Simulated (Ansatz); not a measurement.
## Y (P6_3/mmc, 2 atoms in the cell) under biaxial strain in the (0001) plane, that of a and b

Aim: how do the optical modes of Y (P6_3/mmc, 2 atoms in the cell) shift and split under this strain?

Calculated with Ansatz 0.2.0; DFT PBEsol, scalar-relativistic, plane waves, PAW; PAW set soft_1.

## 1. The structure

Symmetry: P6_3/mmc, No. 194, hexagonal system. The conventional cell has a = 3.647 Å, b = 3.647 Å, c = 5.731 Å, α = 90.00°, β = 90.00°, γ = 120.00°. Nearest to Y lie 12 Y at 3.56 to 3.65 Å.

Structure file:

```
Y
1.0
     3.64740    0.00000    0.00000
    -1.82370    3.15874    0.00000
     0.00000    0.00000    5.73060
Y
2
Cartesian
  0.0000 2.1058 1.4326
  1.8237 1.0529 4.2980
```

## 2. Bringing the structure to rest

Harmonic phonons are second derivatives at a point where the forces vanish, and they are wanted at zero stress, so atoms and cell are relaxed first.

input.yaml

```yaml
crystal:
  lattice:
    - [3.6474, 0.0, 0.0]
    - [-1.8237, 3.1587410578, 0.0]
    - [0.0, 0.0, 5.7306]
  atoms:
    - { symbol: "Y", position: [0.33333333, 0.66666667, 0.25] }
    - { symbol: "Y", position: [0.66666667, 0.33333333, 0.75] }
kpoints:
  mp_grid: { grid: [15, 15, 8] }
hamiltonian:
  xc: pbesol
  pseudopotentials: { kind: paw, azcp: { folder: soft_1 }, xc_functional: pbe }
scf:
  occupations: { method: gaussian, width: 0.1 }
output:
  forces: true
  stress: true
  eigenvalues: true
  write_density: true
  write_potential: true
  elf: true
  volumetric_format: npy
relax:
  adjacent_minimum: "off"
  f_tol: 0.005
  max_steps: 80
  cell: { stress_tol: 0.05 }
```

On the command line:

```bash
$ ansatz run input.yaml --threads 4 --pin off --max-ram 10240MiB --backend cpu --events-out ev --progress --plain --runs-dir out
```

Numbers of over 12 decimals in the logs are rounded to 6 here.

Log:

```text
Engine: ansatz 0.2.0, x86_64-unknown-linux-gnu
Pseudopotentials: kind: paw
Pseudopotential: Y, paw, valence charge 11, recommended cutoff 420 eV (normal), soft_1/Y.paw.azcp
Functional definition: PBEsol
  exchange = pbesol_x
  correlation = pbesol_c
Crystal: 2 atoms, lattice volume = 66.023 Å³
Basis set: ecut = 420 eV, 1267 PW (Γ), exchange–correlation on 50×50×80 points (8 copies of the dense FFT grid, shifted against one another)
Bands: 15, of which v1, the nominal top of the filled ones, is band 11 counted from 1 (10 counted from 0)
Symmetry: 24 space group operations
Space group: P63/mmc (ITA 194), of the structure as read, at distance tolerance 4.0e-5 Å
k-points: 135 of 1800
Non-local potential: Y, projectors of the file, l = 0: 3, l = 1: 2, l = 2: 2, l = 3: 1
PAW form: soft (Blöchl's): semilocal exchange-correlation on the pseudo side does not see the compensation charge
PAW frozen core: Y, regenerated for the run's functional, and the local potential with it (the file was generated under x = pbe(κ = 0.804, μ = 0.219515), c = pbe(β = 0.066725))
PAW one-centre angular grid: Y, 590 points (default); XC on 64 Gauss nodes
Initial density: superposition of atomic densities (chi_scale 0.1, normalization cell)
Initial wavefunctions: pseudopotential atomic-orbital guess
Functional: x = pbesol(κ = 0.804, μ = 0.123457), c = pbesol(β = 0.046)
SCF iter   1: F=—  HF=-7590.240246 eV  |F-HF|=—  |Δ(HF+E_count)|=         —  Δρ=1.37e-2  dr2=2.03e-1  ethr=3.10e-3  ⟨swp⟩=4.4  Hψ=8841  notcnv=0
preconditioner: auto → Kerker (q_TF=auto, 2.272 Å⁻¹)  [metal: Δε(μ)=0.002 eV  Ē_g=2.590 eV  σ=0.100 eV  W_gap=0.01  n_scr=22 (ndim 8)  ℏωp=11.2 eV  f_vac=0.000  D(μ)=3.79/eV (n_scr^D=34)]
SCF iter   2: F=—  HF=-7590.198355 eV  |F-HF|=—  |Δ(HF+E_count)|=   4.19e-2  Δρ=8.72e-3  dr2=8.15e-2  ethr=9.21e-4  ⟨swp⟩=1.9  Hψ=3353  notcnv=0  defer=14
SCF iter   3: F=—  HF=-7590.172170 eV  |F-HF|=—  |Δ(HF+E_count)|=   2.62e-2  Δρ=1.34e-3  dr2=1.21e-3  ethr=3.71e-4  ⟨swp⟩=3.0  Hψ=4005  notcnv=0  defer=14
SCF iter   4: F=—  HF=-7590.172123 eV  |F-HF|=—  |Δ(HF+E_count)|=   4.75e-5  Δρ=2.04e-4  dr2=2.46e-5  ethr=5.50e-6  ⟨swp⟩=1.8  Hψ=2323  notcnv=0  defer=14
SCF iter   5: F=—  HF=-7590.172115 eV  |F-HF|=—  |Δ(HF+E_count)|=   7.34e-6  Δρ=4.75e-5  dr2=1.00e-6  ethr=1.12e-7  ⟨swp⟩=2.0  Hψ=3499  notcnv=0  defer=14
SCF iter   6: F=-7590.172116 eV  HF=-7590.172116 eV  |F-HF|=5.12e-9  |Δ(HF+E_count)|=   1.29e-7  Δρ=8.20e-6  dr2=3.34e-8  ethr=4.55e-10  ⟨swp⟩=8.4  Hψ=12927  notcnv=0
SCF 1 converged in 6 iterations: F = -7590.172116 eV  dr2 = 3.34e-8
  greatest PAW one-centre occupation: 0.993 electrons in one spin orbital (limit 2), on the Y atom at site 1 (counted from 0), in its partial waves of l = 0
relax step   1: F+E_penalty+E_count = -7590.17211551 eV  Δ(F+E_penalty+E_count) = +0.000e0 eV  max|allowed force component| = 7.401e-17 eV/Å  Δτ_max = 0.0000 Å  P = -2.093 GPa  Ω = 66.023 Å³  (6 SCF iters, dr2 threshold 1.00e-7 eV, accepted)
Crystal: 2 atoms, lattice volume = 62.557 Å³
Basis set: ecut = 420 eV, 1207 PW (Γ), exchange–correlation on 50×50×80 points (8 copies of the dense FFT grid, shifted against one another)
Initial density: handed on by an earlier stage of this run
Initial wavefunctions: those handed on with the density
iter 1 solved again at ethr=1.16e-6 eV; its pass at ethr=3.10e-3 eV (dr2=2.56e-4 eV) is discarded
SCF iter   1: F=—  HF=-7590.196529 eV  |F-HF|=—  |Δ(HF+E_count)|=         —  Δρ=7.85e-4  dr2=2.04e-4  ethr=1.16e-6  ⟨swp⟩=2.0  Hψ=15181  notcnv=0
preconditioner: auto → Kerker (q_TF=auto, 2.292 Å⁻¹)  [metal: Δε(μ)=0.016 eV  Ē_g=2.602 eV  σ=0.100 eV  W_gap=0.09  n_scr=10 (ndim 8)  ℏωp=11.5 eV  f_vac=0.000  D(μ)=3.51/eV (n_scr^D=34)]
SCF iter   2: F=—  HF=-7590.196536 eV  |F-HF|=—  |Δ(HF+E_count)|=   7.56e-6  Δρ=4.36e-4  dr2=6.57e-5  ethr=9.29e-7  ⟨swp⟩=1.0  Hψ=2025  notcnv=0
SCF iter   3: F=—  HF=-7590.196550 eV  |F-HF|=—  |Δ(HF+E_count)|=   1.39e-5  Δρ=4.86e-5  dr2=1.38e-6  ethr=2.99e-7  ⟨swp⟩=2.5  Hψ=3303  notcnv=0
SCF iter   4: F=-7590.196550 eV  HF=-7590.196550 eV  |F-HF|=1.01e-8  |Δ(HF+E_count)|=   1.65e-7  Δρ=8.16e-6  dr2=4.63e-8  ethr=9.09e-10  ⟨swp⟩=9.0  Hψ=13607  notcnv=0
SCF 2 converged in 4 iterations: F = -7590.196550 eV  dr2 = 4.63e-8
relax step   2: F+E_penalty+E_count = -7590.19655009 eV  Δ(F+E_penalty+E_count) = -2.443e-2 eV  max|allowed force component| = 6.014e-17 eV/Å  Δτ_max = 0.0000 Å  P = +0.040 GPa  Ω = 62.557 Å³  energy of the carried Pulay correction = +8.890e-5 eV  (4 SCF iters, dr2 threshold 2.00e-7 eV, accepted)
Crystal: 2 atoms, lattice volume = 62.608 Å³
iter 1 solved again at ethr=4.53e-8 eV; its pass at ethr=3.10e-3 eV (dr2=9.96e-6 eV) is discarded
SCF iter   1: F=—  HF=-7590.196631 eV  |F-HF|=—  |Δ(HF+E_count)|=         —  Δρ=6.01e-5  dr2=1.64e-6  ethr=4.53e-8  ⟨swp⟩=3.1  Hψ=14449  notcnv=0
preconditioner: auto → Kerker (q_TF=auto, 2.292 Å⁻¹)  [metal: Δε(μ)=0.021 eV  Ē_g=2.601 eV  σ=0.100 eV  W_gap=0.12  n_scr=10 (ndim 8)  ℏωp=11.5 eV  f_vac=0.000  D(μ)=3.48/eV (n_scr^D=34)]
SCF iter   2: F=—  HF=-7590.196631 eV  |F-HF|=—  |Δ(HF+E_count)|=   2.85e-7  Δρ=3.66e-5  dr2=6.48e-7  ethr=7.48e-9  ⟨swp⟩=1.1  Hψ=2044  notcnv=0
SCF iter   3: F=-7590.196631 eV  HF=-7590.196631 eV  |F-HF|=3.73e-10  |Δ(HF+E_count)|=   4.16e-8  Δρ=3.20e-6  dr2=4.54e-9  ethr=1.23e-10  ⟨swp⟩=6.0  Hψ=11558  notcnv=0
SCF 3 converged in 3 iterations: F = -7590.196631 eV  dr2 = 4.54e-9
relax step   3: F+E_penalty+E_count = -7590.19663116 eV  Δ(F+E_penalty+E_count) = -8.107e-5 eV  max|allowed force component| = 4.626e-18 eV/Å  Δτ_max = 0.0000 Å  P = +0.008 GPa  Ω = 62.608 Å³  energy of the carried Pulay correction = +8.757e-5 eV  (3 SCF iters, dr2 threshold 2.72e-8 eV, accepted)
Initial wavefunctions: pseudopotential atomic-orbital guess (no wavefunctions were taken with the density)
iter 1 solved again at ethr=1.92e-7 eV; its pass at ethr=3.10e-3 eV (dr2=4.23e-5 eV) is discarded
SCF iter   1: F=—  HF=-7590.196536 eV  |F-HF|=—  |Δ(HF+E_count)|=         —  Δρ=1.92e-5  dr2=3.01e-8  ethr=1.92e-7  ⟨swp⟩=3.1  Hψ=15162  notcnv=0
SCF iter   2: F=—  HF=-7590.196537 eV  |F-HF|=—  |Δ(HF+E_count)|=   6.06e-7  Δρ=9.80e-6  dr2=8.44e-9  ethr=1.37e-10  ⟨swp⟩=2.0  Hψ=3452  notcnv=0
SCF iter   3: F=—  HF=-7590.196537 eV  |F-HF|=—  |Δ(HF+E_count)|=   4.26e-9  Δρ=4.99e-7  dr2=1.38e-10  ethr=3.84e-11  ⟨swp⟩=2.0  Hψ=3500  notcnv=0
SCF iter   4: F=-7590.196537 eV  HF=-7590.196537 eV  |F-HF|=7.28e-12  |Δ(HF+E_count)|=  2.27e-11  Δρ=1.51e-7  dr2=1.03e-11  ethr=1.00e-12  ⟨swp⟩=6.0  Hψ=9067  notcnv=0
SCF 4 converged in 4 iterations: F = -7590.196537 eV  dr2 = 1.03e-11
relax step   4: F+E_penalty+E_count = -7590.19653684 eV  Δ(F+E_penalty+E_count) = +9.432e-5 eV  max|allowed force component| = 1.388e-17 eV/Å  Δτ_max = 0.0000 Å  P = +0.008 GPa  Ω = 62.608 Å³  stress off target by 2.65e-2 GPa  SCF on the basis re-selected at this cell (its energy is not comparable with the rows above)  (4 SCF iters)
basis re-selected at this cell: Δ(F+E_penalty+E_count) = +9.432e-5 eV, ΔP = +0.000 GPa vs the last step (what re-selecting the basis moved, of the pressure what is left beyond the Pulay correction that the steps carried, after the strain that the cell walked since its last selection, with what the two solves' SCF thresholds leave and, on support functions, any second-order correction that the steps lacked; it is no m [...]
SCF converged after 4 iterations
Free energy (F): -7590.196537 eV
Harris-Foulkes:  -7590.196537 eV  (|F-HF|=7.28e-12)
Internal energy: -7590.179123 eV  (E = F + TS)
E sigma→0 (E₀):  -7590.187830 eV
Entropy (-TS):   -0.017414 eV (-8.707 meV/atom)
Fermi energy:    9.806017 eV
--- Per-component energies (eV) ---
  E_band       = -230.314794
  E_kinetic    = 631.607628
  E_local      = -1172.382024  (includes V_loc(G=0)·N_el)
  E_nonlocal   = 57.284527
  E_hartree    = 370.683914
  E_xc         = -353.833111
  E_vxc        = -408.985157  (∫ρ·V_xc dr)
  E_paw        = -5527.702504  (= ΣΔE_a)
  E_vpaw       = -79.207598  (= ΣTr[D̂ρ^β])
  E_aug_tail   = 0.000046  (compensation charges beyond the density's cutoff)
  E_ewald      = -1596.135144
  E_core_change = 0.297547  (= ΣΔE_core)
  E_smearing   = -0.017414  (= −TS)
  E_closure    = -0.000000  (closes the sum)
  Σ components = -7590.196537   (vs F -7590.196537, Δ=0.00e0)
--- Forces (eV/Å), atoms counted from 1 ---
  atom   1  Y     -0.00000000    -0.00000000     0.00000000
  atom   2  Y     -0.00000000     0.00000000    -0.00000000
  max |Σ_I F_I| component: 2.78e-17 eV/Å
--- Stress (GPa, compression-positive) ---
        0.025826       0.000000       0.000000
        0.000000       0.025826      -0.000000
        0.000000      -0.000000      -0.026502
  P = ⅓ Tr σ = 0.0084 GPa (0.084 kbar)
--- Band table (eV; the first three rows and the last of 135) ---
  k-point 0: bands = [... 7 lower, -12.2955, 5.0807, 7.8940, 10.9318, 11.5748, 11.5748, 11.9912, 12.2404]
  k-point 1: bands = [... 7 lower, -12.3249, 5.1904, 7.8365, 10.8095, 11.5044, 11.5044, 11.8828, 12.1396]
  k-point 2: bands = [... 7 lower, -12.3594, 5.5078, 7.6160, 10.6103, 11.4057, 11.4057, 11.5886, 11.9074]
  k-point 134: bands = [... 7 lower, -12.4150, 9.3997, 9.3997, 9.4073, 9.4073, 10.2877, 10.2877, 12.6662]
--- Relaxed structure (3 steps of the walk, 3 accepted, 1 SCFs on fresh bases) ---
  F+E_penalty+E_count = -7590.19653684 eV   max|allowed force component| = 1.388e-17 eV/Å   (the final SCF, on the basis selected at the relaxed cell)
  cell:  # Å, volume = 62.6076 Å³
    - [3.597888, 0, 0]
    - [-1.798944, 3.115862, -2.281294200372616e-18]
    - [0, -4.138732585391583e-18, 5.584721]
  atoms:
    - { symbol: Y, position: [0.333333, 0.666667, 0.250000] }
    - { symbol: Y, position: [0.666667, 0.333333, 0.750000] }
```

Run time: 23 s. Hardware: 4 threads of Intel Xeon at 2.50GHz (Skylake/Cascade Lake), shared host; peak memory 0.47 GiB.

Step by step:

```csv
step,energy less that of the first step (eV),largest force component (eV/Å),pressure (GPa),volume (Å³)
1,0.0000,0.0000,-2.09,66.02
2,-0.0244,0.0000,0.04,62.56
3,-0.0245,0.0000,0.01,62.61
4*,-0.0244,0.0000,0.01,62.61
```

Relaxation steps marked * repeat the geometry before them on a plane-wave basis chosen anew for their cell, so energy and pressure can jump there.

The run keeps the 24 symmetry operations that it works with, so distortions that break them were not tested.

```csv
"conventional cell, symmetrised",before,after,change
a (Å),3.647,3.598,-1.4 %
b (Å),3.647,3.598,-1.4 %
c (Å),5.731,5.585,-2.5 %
volume (Å³/atom),33.01,31.30,-5.2 %
```

Final coordinates:

```
Y
1.0
     3.59789    0.00000    0.00000
    -1.79894    3.11586    0.00000
     0.00000    0.00000    5.58472
Y
2
Direct
  0.33333 0.66667 0.25000
  0.66667 0.33333 0.75000
```

This step gave:

- pressure: 0.008383 GPa
- volume per atom: 31.30 Å³
- gap on the k-mesh: 0 eV

Electrostatic potential energy in the ac plane at fractional y = 0.333, with atoms of Y within 0.2 Å of it. With pseudopotentials it is smooth inside the atoms' cores, unlike the true potential.

Ten even steps from '_' (-46 eV) to '@' (12 eV), each cell a mean:
```
@@@@@@@@@@@@@@%%%%%%%%%%@@@@
@@@@@@@@@@@@%%##**++++**%%%%
@@@@@@@@@@%%##==::..::--**%%
%%@@@@@@@@%%++..______..--**
%%@@@@@@@@##==__________::**
%%@@@@@@@@##==__________::**
%%@@@@@@@@%%**::______..==##
@@@@@@@@@@%%##++--::::==**%%
@@@@@@@@@@@@%%##******##%%@@
@@@@@@@@@@@@@@@@%%%%%%@@@@@@
@@@@@@@@@@@@@@@@@@@@@@@@@@@@
@@@@@@@@@@@@@@@@@@@@@@@@@@@@
@@@@%%%%@@@@@@@@@@@@@@@@@@@@
%%%%%%%%%%@@@@@@@@@@@@@@@@@@
%%%%####%%%%@@@@@@@@@@@@@@@@
%%######%%%%@@@@@@@@@@@@@@@@
%%%%####%%%%@@@@@@@@@@@@@@@@
%%%%%%%%%%@@@@@@@@@@@@@@@@@@
@@@@@@@@@@@@@@@@@@@@@@@@@@@@
@@@@@@@@@@@@@@@@@@@@@@@@@@@@
@@@@@@@@@@@@@@@@@@@@@@@@@@@@
```
Columns run along a (3.6 Å; values clipped at the 3rd and 97th percentile), rows up along c (5.6 Å). Atoms in or near the plane, at fractional coordinates: Y at (0.67, 0.75).

ELF in the ac plane at fractional y = 0.333, with atoms of Y within 0.2 Å of it. It is the smooth field of the valence electrons, not physical close to the nuclei.

Ten even steps from '0' (0.12) to '9' (0.85), each cell a mean:
```
23442100121000
02431003676410
01320038999851
00110179989984
00100289856995
00100289856995
00210169999983
01320027999841
13441002565310
23442100000000
22222211111112
10000123444432
00000014677520
00110003677520
01221003677410
02331003677410
01220003677410
00000014677520
00000024666531
11001123344332
22222211111111
```
Columns run along a (3.6 Å), rows up along c (5.6 Å). Atoms in or near the plane, at fractional coordinates: Y at (0.67, 0.75).

Valence density in the ac plane at fractional y = 0.333, with atoms of Y within 0.2 Å of it. It is the smooth field of the valence electrons, not physical close to the nuclei.

Values in e/Å³, 21 rows by 14 columns, each cell a mean:
```
0.1 0.1 0.1 0.1 0.1 0.1 0.1 0.2 0.3 0.3 0.3 0.2 0.2 0.1
0.1 0.1 0.1 0.1 0.1 0.1 0.2 0.5 0.8 1.0 0.9 0.6 0.3 0.2
0.1 0.1 0.1 0.1 0.1 0.2 0.4 1.1 1.9 2.3 2.1 1.4 0.7 0.3
0.2 0.1 0.1 0.1 0.1 0.3 0.9 2.2 3.2 3.4 3.4 2.7 1.4 0.5
0.2 0.1 0.1 0.1 0.2 0.4 1.1 2.8 3.4 3.0 3.2 3.2 1.9 0.7
0.2 0.1 0.1 0.1 0.2 0.4 1.1 2.7 3.4 3.1 3.3 3.1 1.8 0.7
0.2 0.1 0.1 0.1 0.1 0.3 0.7 1.9 2.9 3.3 3.1 2.3 1.2 0.4
0.1 0.1 0.1 0.1 0.1 0.2 0.4 1.0 1.6 2.0 1.8 1.2 0.6 0.3
0.1 0.1 0.1 0.1 0.1 0.1 0.2 0.4 0.6 0.8 0.7 0.5 0.3 0.2
0.1 0.1 0.1 0.1 0.1 0.1 0.1 0.2 0.2 0.2 0.2 0.2 0.1 0.1
0.1 0.1 0.1 0.1 0.1 0.1 0.1 0.1 0.1 0.1 0.1 0.1 0.1 0.1
0.1 0.1 0.1 0.1 0.1 0.1 0.1 0.1 0.1 0.1 0.1 0.1 0.1 0.1
0.1 0.2 0.2 0.2 0.1 0.1 0.1 0.1 0.1 0.1 0.1 0.1 0.1 0.1
0.2 0.2 0.3 0.2 0.2 0.1 0.1 0.1 0.1 0.1 0.1 0.1 0.1 0.1
0.2 0.3 0.4 0.3 0.3 0.2 0.1 0.1 0.1 0.1 0.1 0.1 0.1 0.1
0.2 0.3 0.4 0.4 0.3 0.2 0.1 0.1 0.1 0.1 0.1 0.1 0.1 0.2
0.2 0.3 0.4 0.3 0.2 0.2 0.1 0.1 0.1 0.1 0.1 0.1 0.1 0.1
0.2 0.2 0.2 0.2 0.2 0.1 0.1 0.1 0.1 0.1 0.1 0.1 0.1 0.1
0.1 0.1 0.1 0.1 0.1 0.1 0.1 0.1 0.1 0.1 0.1 0.1 0.1 0.1
0.1 0.1 0.1 0.1 0.1 0.1 0.1 0.1 0.1 0.1 0.1 0.1 0.1 0.1
0.1 0.1 0.1 0.1 0.1 0.1 0.1 0.1 0.1 0.1 0.1 0.1 0.1 0.1
```
Columns run along a (3.6 Å), rows up along c (5.6 Å). Atoms in or near the plane, at fractional coordinates: Y at (0.67, 0.75).

In this step the volume went from 33.01 to 31.30 Å³/atom.

## 3. Tight relaxation

Phonons need small forces and stress, so the relaxation is finished with tight tolerances on 15×15×8 k points.

input.yaml, the sections that differ from step 2:

```yaml
crystal:
  lattice:
    - [3.5978877796, 0.0, 0.0]
    - [-1.7989438898, 3.1158622171, 0.0]
    - [0.0, 0.0, 5.584720621]
  atoms:
    - { symbol: "Y", position: [0.3333333333, 0.6666666667, 0.25] }
    - { symbol: "Y", position: [0.6666666667, 0.3333333333, 0.75] }
scf:
  occupations: { method: methfessel_paxton, width: 0.2 }
output:
  forces: true
  stress: true
  eigenvalues: true
relax:
  adjacent_minimum: "off"
  f_tol: 0.001
  max_steps: 60
  cell: { stress_tol: 0.01 }
# kpoints, hamiltonian: as in step 2
```

Log:

```text
[...]
Crystal: 2 atoms, lattice volume = 62.608 Å³
Basis set: ecut = 420 eV, 1207 PW (Γ), exchange–correlation on 50×50×80 points (8 copies of the dense FFT grid, shifted against one another)
Bands: 15, of which v1, the nominal top of the filled ones, is band 11 counted from 1 (10 counted from 0)
Symmetry: 24 space group operations
[...]
k-points: 135 of 1800
[...]
k-point 134: bands = [... 7 lower, -12.4129, 9.4011, 9.4011, 9.4088, 9.4088, 10.2889, 10.2889, 12.6694]
--- Relaxed structure (2 steps of the walk, 2 accepted, 1 SCFs on fresh bases) ---
[...]
cell:  # Å, volume = 62.5980 Å³
    - [3.598501, 0.0, 0]
    - [-1.799250, 3.116393, 0]
    - [0, 0, 5.581963]
  atoms:
    - { symbol: Y, position: [0.333333, 0.666667, 0.25] }
    - { symbol: Y, position: [0.666667, 0.333333, 0.750000] }
[key lines of the parts left out:]
SCF converged after 5 iterations
Free energy (F): -7590.186874 eV
Fermi energy:    9.809666 eV
P = ⅓ Tr σ = 0.0013 GPa (0.013 kbar)
```

It took 22 s on 4 threads; peak memory 0.46 GiB; 41 s of CPU time.

Little changed from the start: no atom moved by 0.005 Å and no cell edge by 0.1 %.

Numbers from this step:

```
pressure : 0.001299 GPa
```

The forces vanish by symmetry and the pressure is 0.001 GPa, within the tolerances set. The cell now holds 31.30 Å³/atom.

(Part 1 of 2 ends here.)

[Logs are printed without paths, hosts, clocks, repeated set-up lines and the standing remarks that a program may print on its own settings, such as how far it seeks lower states.]

[Hosts, paths, dates, database ids (printed as entryN), source tags and the programs' standing remarks are cut or masked in the printed files.]
